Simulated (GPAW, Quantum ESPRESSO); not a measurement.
# YTe (Fm-3m): the Y L₃ absorption edge, part 2 of 2

Aim: the near-edge shape at the Y L₃ edge of YTe (Fm-3m), and what the core hole does to it.

GPAW 26.7.0; X-ray absorption from dipole matrix elements to empty bands, plane-wave PAW LDA.

So far. Step 2 (The field without a hole): The mesh shows no gap, so the system is treated as a metal and the core electron is put at the Fermi level (neutral cell). Step 3 (Spectrum without a core hole, Y atom 2): Main maxima below 30 eV (height): 2.0 eV (3.25), 6.4 eV (1.16), 10.2 eV (0.72), 13.4 eV (0.79) and 23.6 eV (0.81). At an L edge the dipole rule selects empty d (and weakly s) states on the absorber, and the strong line at the onset measures the empty part of its d band.

The database entry behind the starting cell differs from later determinations by our own check (0.1 to 0.3 % short, probably kX units), so it need not match the best structure at ambient conditions.

### 5. Spectrum with XCH, Y atom 2

The holes are 6.1 Å apart. In GPAW the data set carries the hole's charge, so charge=0 means a charged cell and charge=-1 a neutral one. The excited electron is kept in the cell, where it fills the lowest empty states and screens the hole. After the field has converged, empty bands are computed with the density fixed and the dipole matrix elements are summed.

File xas.py:

```python
import numpy as np
from ase import Atoms
from ase.parallel import parprint, paropen
from gpaw import GPAW, PW, FermiDirac, Mixer, MixerDif, setup_paths
from gpaw.test import gen
setup_paths.insert(0, '.')
gen('Y', name='fch2p', xcname='LDA', corehole=(2, 1, 1), write_xml=True)
from gpaw.mpi import world
world.barrier()

atoms = Atoms('Te4Y4',
    cell=[[0, -6.08, 0],
     [-6.08, 0, 0],
     [0, 0, -6.08]],
    scaled_positions=[[0, 0, 0],
     [0.5, 0, 0.5],
     [0, 0.5, 0.5],
     [0.5, 0.5, 0],
     [0.5, 0.5, 0.5],
     [0, 0.5, 0],
     [0.5, 0, 0],
     [0, 0, 0.5]],
    pbc=True)
atoms.calc = calc = GPAW(legacy_gpaw=True, mode=PW(500), xc='LDA', setups={4: 'fch2p'},
    kpts={'size': (4, 4, 4), 'gamma': True}, occupations=FermiDirac(0.1),
    charge=-1, mixer=Mixer(0.1, 5, 50), maxiter=150,
    convergence={'density': 0.0001}, txt='scf.txt')
energy = atoms.get_potential_energy() + calc.get_reference_energy()
ef = calc.get_fermi_level()
out = dict(energy=energy, fermi=ef, forces=atoms.get_forces().tolist())
parprint(f'all-electron energy {energy:.4f} eV, Fermi level {ef:.4f} eV')
ev = np.array([[calc.get_eigenvalues(k, s) for k in range(len(calc.get_ibz_k_points()))] for s in range(calc.get_number_of_spins())])
out['homo'], out['lumo'], out['counts'] = ev[ev < ef].max(), ev[ev > ef].min(), sorted(set((ev < ef).sum((0, 2)).tolist()))
out['filled'] = (ev[:, 0] < ef).sum(1).tolist()

from ase.units import Ha
from gpaw.xas import dipole_matrix_elements
nb = int(calc.get_number_of_electrons() / 2) + 156
top, nb = nb, nb + 8 + nb // 12
nscf = calc.fixed_density(kpts={'size': (5, 5, 5), 'gamma': True}, nbands=nb,
    convergence={'bands': top, 'eigenstates': 1e-5}, maxiter=60, txt='nscf.txt')
cell = atoms.cell.array
ops = [cell.T @ U.T @ np.linalg.inv(cell.T) for U in nscf.wfs.kd.symmetry.op_scc]
E = np.arange(-6, 34, 0.1)
fwhm = np.interp(E, [4, 25], [1.5, 3.5])
Y, X, zero, highest = 0, 0, 1e9, 1e9
for spin in range(nscf.get_number_of_spins()):
    wfs = nscf.wfs
    A = dipole_matrix_elements(wfs.setups[4])
    eps = np.zeros((wfs.kd.nibzkpts, nb))
    d = np.zeros((3, A.shape[1], wfs.kd.nibzkpts, nb), complex)
    for kpt in wfs.kpt_u:
        if kpt.s == spin and 4 in kpt.P_ani:
            eps[kpt.k] = kpt.eps_n * Ha
            d[:, :, kpt.k] = (kpt.weight * wfs.nspins / 2) ** 0.5 * np.inner(A, kpt.P_ani[4])
    world.sum(eps)
    world.sum(d)
    T = np.einsum('amkn,bmkn->abkn', d, d.conj()).real
    T = sum(np.einsum('ai,ijkn,bj->abkn', R, T, R) for R in ops) / len(ops)
    empty = eps > ef
    zero, highest = min(zero, eps[empty].min()), min(highest, eps[:, top - 1].min())
    lines = [(eps, T, empty)] if spin == 0 else lines + [(eps, T, empty)]
for eps, T, empty in lines:
    f = np.einsum('aakn->akn', T).reshape(3, -1)
    x = eps.ravel() - zero
    w = np.interp(x, E, fwhm) / 2.35482
    g = np.exp(-0.5 * ((E[:, None] - x) / w) ** 2) / (w * (2 * np.pi) ** 0.5)
    Y = Y + (f * empty.ravel()) @ g.T
    X = X + (f * ~empty.ravel()) @ g.T
out.update(E=E.round(2).tolist(), xas=Y.tolist(), xes=X.tolist(), zero=zero, valid=highest - zero, nk=len(eps), nb=nb)
for i in range(0, len(E), 10):
    parprint(f'{E[i]:7.2f}', *(f'{v:10.3e}' for v in Y[:, i]))
import json
with paropen('out.json', 'w') as f:
    json.dump(out, f)
```

Launch:

```bash
$ OMP_NUM_THREADS=1 mpirun -n 4 gpaw python xas.py
```

Numbers of over 12 decimals in the logs are rounded to 6 here.

Output:

```text
Input parameters:
  charge: -1
  convergence: {density: 0.0001}
  kpts: {gamma: True,
         size: (4, 4, 4)}
  maxiter: 150
  mixer: {backend: pulay,
          beta: 0.1,
          method: separate,
          nmaxold: 5,
          weight: 50}
  mode: {ecut: 500.0,
         name: pw}
  occupations: {fixmagmom: False,
                name: fermi-dirac,
                width: 0.1}
  setups: {4: fch2p}

Initialize ...

[... PAW data sets ...]

Reference energy: -1104396.242099  # eV

Spin-paired calculation

[... convergence settings ...]
Symmetries present (total): 48
  [... symmetry matrices ...]

64 k-points: 4 x 4 x 4 Monkhorst-Pack grid + [1/8,1/8,1/8]
10 k-points in the irreducible part of the Brillouin zone
       k-points in crystal coordinates                weights
   0:     0.00000000    0.00000000    0.00000000          1/64
   1:     0.25000000    0.00000000    0.00000000          6/64
   2:     0.25000000    0.25000000    0.00000000         12/64
   3:     0.25000000    0.25000000    0.25000000          8/64
   4:     0.50000000    0.00000000    0.00000000          3/64
   5:     0.50000000    0.25000000    0.00000000         12/64
   6:     0.50000000    0.25000000    0.25000000         12/64
   7:     0.50000000    0.50000000    0.00000000          3/64
   8:     0.50000000    0.50000000    0.25000000          6/64
   9:     0.50000000    0.50000000    0.50000000          1/64

Wave functions: Plane wave expansion
  Cutoff energy: 500.000 eV
  Number of coefficients (min, max): 5692, 5832
  Pulay-stress correction: 0.000000 eV/Ang^3 (de/decut=0.000000)
  Using FFTW library
  Wavefunction extrapolation:
    Improved wavefunction reuse through dual PAW basis

Occupation numbers: Fermi-Dirac:
  width: 0.1000  # eV

Eigensolver
   Davidson(niter=2)

Densities:
  Coarse grid: 32*32*32 grid
  Fine grid: 64*64*64 grid
  Total Charge: 0.000000

Density mixing:
  Method: separate
  Backend: pulay
  Linear mixing parameter: 0.1
  old densities: 5
  Width of damping distribution: 1.1
  Damping of long wavelength oscillations: 50

[... Hamiltonian set-up ...]
Number of atoms: 8
Number of atomic orbitals: 68
Number of bands in calculation: 46
Number of valence electrons: 69
Bands to converge: occupied

... initialized

Initializing position-dependent things.

Density initialized from atomic densities
Creating initial wave functions:
  46 bands from LCAO basis set

         Y      Te
       Te     Y

         Te     Y
       Y      Te

Atomic positions and initial magnetic moments

Positions:
   0 Te     0.000000    0.000000    0.000000    ( 0.0000,  0.0000,  0.0000)
   1 Te     0.000000   -3.040000   -3.040000    ( 0.0000,  0.0000,  0.0000)
   2 Te    -3.040000    0.000000   -3.040000    ( 0.0000,  0.0000,  0.0000)
   3 Te    -3.040000   -3.040000    0.000000    ( 0.0000,  0.0000,  0.0000)
   4 Y     -3.040000   -3.040000   -3.040000    ( 0.0000,  0.0000,  0.0000)
   5 Y     -3.040000    0.000000    0.000000    ( 0.0000,  0.0000,  0.0000)
   6 Y      0.000000   -3.040000    0.000000    ( 0.0000,  0.0000,  0.0000)
   7 Y      0.000000    0.000000   -3.040000    ( 0.0000,  0.0000,  0.0000)

Unit cell:
           periodic     x           y           z      points  spacing
  1. axis:    yes    0.000000   -6.080000    0.000000    32     0.1900
  2. axis:    yes   -6.080000    0.000000    0.000000    32     0.1900
  3. axis:    yes    0.000000    0.000000   -6.080000    32     0.1900

  Lengths:   6.080000   6.080000   6.080000
  Angles:   90.000000  90.000000  90.000000

Effective grid spacing dv^(1/3) = 0.1900

iter:   1   -65.951709
iter:   2   -57.583837   -0.54  -0.97
iter:   3   -57.472718   -1.32  -1.35
iter:   4   -57.348976   -2.21  -1.50
iter:   5   -57.424852   -1.35  -1.52
iter:   6   -57.423265   -2.48  -1.83
iter:   7   -57.277395   -2.27  -1.81
iter:   8   -57.265093   -3.22  -2.38
iter:   9   -57.269336c  -3.49  -2.60
iter:  10   -57.265153c  -3.58  -2.67
iter:  11   -57.264985c  -4.12  -3.36
iter:  12   -57.265178c  -4.26  -3.53
iter:  13   -57.265252c  -4.38  -3.58
iter:  14   -57.265298c  -4.46  -3.82
iter:  15   -57.265345c  -4.65  -4.05c
iter:  16   -57.265320c  -4.73  -4.01c
iter:  17   -57.265376c  -4.85  -4.22c
iter:  18   -57.265408c  -4.96  -4.49c
iter:  19   -57.265425c  -5.10  -4.69c
iter:  20   -57.265438c  -5.17  -4.72c
iter:  21   -57.265454c  -5.35  -4.79c
[...]
iter:  39   -57.265479c  -7.27  -5.62c
iter:  40   -57.265480c  -7.38  -5.84c
iter:  41   -57.265479c  -7.38  -5.85c
iter:  42   -57.265478c  -7.45c -5.90c

Converged after 42 iterations.

Dipole moment: (-0.000000, -0.000000, -0.000000) |e|*Ang

Energy contributions relative to reference atoms: (reference = -1104396.242099)

Kinetic:        +51.587330
Potential:      -47.865887
External:        +0.000000
XC:             -60.741885
Entropy (-ST):   -0.174377
Local:           -0.157848
SIC:             +0.000000
--------------------------
Free energy:    -57.352667
Extrapolated:   -57.265478

Showing only first 2 kpts
 Kpt  Band  Eigenvalues  Occupancy
  0    32      6.49652    2.00000
  0    33      6.49652    2.00000
  0    34      6.49652    2.00000
  0    35      8.03600    1.97916

  1    32      6.65998    2.00000
  1    33      7.50370    1.99990
  1    34      7.50370    1.99990
[...]
Fermi level: 8.49134

No gap
No difference between direct/indirect transitions

Forces in eV/Ang:
  0 Te   -0.00000   -0.00000   -0.00000
  1 Te    0.00000    0.00000   -0.00000
  2 Te    0.00000    0.00000    0.00000
  3 Te   -0.00000   -0.00000    0.00000
  4 Y     0.00000    0.00000    0.00000
  5 Y     0.00000    0.00000    0.00000
  6 Y     0.00000    0.00000    0.00000
  7 Y     0.00000    0.00000    0.00000
Scalar-relativistic atomic LDA calculation for Y (Yttrium, Z=39)
Core hole in 2p state (2p occupation: 5.0)
750 radial gridpoints.
|------------------------------------------------|
|------------------------------------------------|
[... the atom generator's iteration count ...]

Energy contributions:
-------------------------
Kinetic:    +3390.169410
XC:          -101.586326
Potential:  -6591.707672
-------------------------
Total:      -3303.124588

state      eigenvalue         ekin         rmax
-----------------------------------------------
1s^2.0 :  -624.020649   785.933785        0.025
2s^2.0 :   -88.104979   159.718374        0.140
2p^5.0 :   -79.278025   154.656858        0.112
3s^2.0 :   -14.821145    41.563665        0.416
3p^6.0 :   -11.851076    38.628153        0.408
3d^10.0:    -6.902769    34.281661        0.347
4s^2.0 :    -2.317952     8.978980        1.088
4p^6.0 :    -1.537864     7.230238        1.182
4d^1.0 :    -0.465087     3.600285        1.531
5s^2.0 :    -0.408502     1.464135        2.930
5p^0.0 :    -0.262947     1.007025        3.543
-----------------------------------------------
(units: Bohr and Hartree)

Generating PAW setup
Kinetic energy of the core from tauc = 3378.447297
Cutoffs:
rc(s)=2.510
rc(p)=2.490
rc(d)=2.430
rc(vbar)=2.450
rc(comp)=2.410
rc(nct)=2.510

Kinetic energy of the core states: 3322.301470
Charge: 1.0
Core electrons: 27.0
Valence electrons: 11.0
Pseudo-core charge: 0.001449
Shape function alpha=1.722
Pseudo-electron charge 6.524097
state    eigenvalue         norm
--------------------------------
4s(2) :    -2.317952     0.579399
5s(2) :    -0.408502     0.963008
4p(6) :    -1.537864     0.451215
5p(0) :    -0.262947     0.957472
4d(1) :    -0.465087     0.730544
*d    :     0.534913
--------------------------------

Diagonalizing with gridspacing h=0.050

state   all-electron     PAW
-------------------------------
4s:      -2.317952    -2.318410
4p:      -1.537864    -1.538528
4d:      -0.465087    -0.465594
*f:                   -0.036509
-------------------------------
all-electron energy -1104453.5076 eV, Fermi level 8.4913 eV
[...]
31.00  1.092e-05  1.092e-05  1.092e-05
  32.00  1.147e-05  1.147e-05  1.147e-05
  33.00  1.157e-05  1.157e-05  1.157e-05
```

Elapsed: 2 min, on 4 MPI ranks of Arm Neoverse V1, shared host; peak memory 0.34 GiB; 8.2 min of CPU time.

The Y L₃ spectrum, Y atom 2, excited-electron core hole (neutral cell) (energy from the lowest empty level; intensity scaled to a mean of 1 over the first 20 eV):

```
E (eV)  intensity
  -2.0       0.01
  -1.5       0.07
  -1.0       0.36
  -0.5       1.25
   0.0       2.63
   0.5       3.68
   1.0       3.86
   1.5       3.36
   2.0       2.65
   2.5       1.89
   3.0       1.30
   3.5       0.94
   4.0       0.71
   4.5       0.59
   5.0       0.61
   5.5       0.75
   6.0       0.89
   6.5       0.93
   7.0       0.86
   7.5       0.75
   8.0       0.65
   8.5       0.62
   9.0       0.63
   9.5       0.65
  10.0       0.66
  10.5       0.64
  11.0       0.62
  11.5       0.63
  12.0       0.67
  12.5       0.72
  13.0       0.76
  13.5       0.75
  14.0       0.70
  14.5       0.65
  15.0       0.60
  15.5       0.58
  16.0       0.57
  16.5       0.56
  17.0       0.55
  17.5       0.52
  18.0       0.50
  18.5       0.49
  19.0       0.49
  19.5       0.51
  20.0       0.55
  20.5       0.60
  21.0       0.66
  21.5       0.72
  22.0       0.77
  22.5       0.81
  23.0       0.81
  23.5       0.80
  24.0       0.76
  24.5       0.71
  25.0       0.65
  25.5       0.60
  26.0       0.54
  26.5       0.50
  27.0       0.48
  27.5       0.46
  28.0       0.46
  28.5       0.47
  29.0       0.48
  29.5       0.50
  30.0       0.52
  30.5       0.54
  31.0       0.56
  31.5       0.57
```

Main maxima below 30 eV (height): 0.8 eV (3.90), 6.4 eV (0.94), 13.2 eV (0.76) and 23.0 eV (0.81). 

### 6. What the core hole does

Both curves are counted from their own zero, so only the shift of weight within the empty states shows.

```
E (eV)  no hole   XCH
  -2.0     0.00  0.01
  -1.0     0.06  0.36
   0.0     0.68  2.63
   1.0     2.19  3.86
   2.0     3.25  2.65
   3.0     2.16  1.30
   4.0     0.89  0.71
   5.0     0.71  0.61
   6.0     1.08  0.89
   7.0     1.08  0.86
   8.0     0.76  0.65
   9.0     0.66  0.63
  10.0     0.72  0.66
  11.0     0.67  0.62
  12.0     0.67  0.67
  13.0     0.77  0.76
  14.0     0.77  0.70
  15.0     0.66  0.60
  16.0     0.61  0.57
  17.0     0.58  0.55
  18.0     0.52  0.50
  19.0     0.49  0.49
  20.0     0.52  0.55
  21.0     0.61  0.66
  22.0     0.72  0.77
  23.0     0.79  0.81
  24.0     0.80  0.76
  25.0     0.72  0.65
  26.0     0.62  0.54
  27.0     0.53  0.48
  28.0     0.48  0.46
  29.0     0.48  0.48
  30.0     0.50  0.52
  31.0     0.53  0.56
```

With each curve scaled to its own mean, the area from −2 to 6 eV with the hole is 12.5 against 10.5, and the centre of weight from −1 to 20 eV moves by -0.9 eV: the hole pulls the absorber's empty states down.

### 7. Runs not followed above

These runs aren't followed: redraws of a spectrum that repeat one shown, runs with a planted fault or a state judged unsound, or a program's part that gave no sound spectrum.

| program | step | status | elapsed |
| --- | --- | --- | --- |
| Quantum ESPRESSO | ground state | converged | 6.5 s |
| Quantum ESPRESSO | no core hole | converged | 70 s |
| Quantum ESPRESSO | no core hole, redrawn | converged | 7.7 s |
| Quantum ESPRESSO | supercell ground state | converged | 30 s |
| Quantum ESPRESSO | core-hole potential | converged | 0.89 s |
| Quantum ESPRESSO | supercell with XCH | converged | 38 s |
| Quantum ESPRESSO | spectrum with XCH | converged | 1.8 min |
| Quantum ESPRESSO | spectrum with XCH, redrawn | converged | 2 s |
| Quantum ESPRESSO | supercell with XCH | converged | 38 s |
| Quantum ESPRESSO | edge energy | converged | 0 s |

### 8. What came out

```json
{
  "absorber and edge": "Y L₃, atom 2 of the ground-state input (counted from 1)",
  "surroundings": "6 Te at 3.04 Å (octahedral, site symmetry m-3m)",
  "highest intensity below 24 eV": "0.8 eV above the zero, height 3.90"
}
```

In words: The Y L₃ edge of atom 2, with 6 Te at 3.04 Å (octahedral, site symmetry m-3m), has its highest intensity of the first 24 eV at 0.8 eV above the zero, 3.9 times the mean level of the first 20 eV (Gaussian full width 1.5 eV up to 4 eV, rising linearly to 3.5 eV at 25 eV). With each curve scaled to its own mean, the area from −2 to 6 eV with the hole is 12.5 against 10.5, and the centre of weight from −1 to 20 eV moves by -0.9 eV: the hole pulls the absorber's empty states down. The same cell was also set up in Quantum ESPRESSO; that part failed, was judged unsound or used a data set known to give false states; its runs are listed without their results. 1 further run of this session is left out of this account as redundant. Only the L₃ part is meant: spin–orbit coupling of the core level isn't computed and the L₂ copy isn't added. The primitive cell holds an odd number of electrons, so a spin-paired run has to come out metallic; that is right for a metal, but some such compounds are magnetic or distorted insulators. The holes are only 6.1 Å apart, so the shape is probably not converged with cell size; no larger cell was run here. Lifetime broadening is put in by hand, and intensities beyond about 20 eV depend on it and on the partial waves. The structure is a published determination, not relaxed.

[Banner, clock and machine lines of the logs are left out without a mark of their own.]

[Logs are printed without paths, hosts, clocks, repeated set-up lines and the standing remarks that a program may print on its own settings, such as how far it seeks lower states.]

[Hosts, paths, dates, database ids (printed as entryN), source tags and the programs' standing remarks are cut or masked in the printed files.]

[Lists of maxima count a maximum above −3 eV only where it reaches 4 % of the highest in the window and stands out from its surroundings by 2 % of it (1.5 % where it reaches 55 %); shoulders and weaker maxima are passed over, and of the rest the first, up to two pre-edge ones and the few strongest are named.]
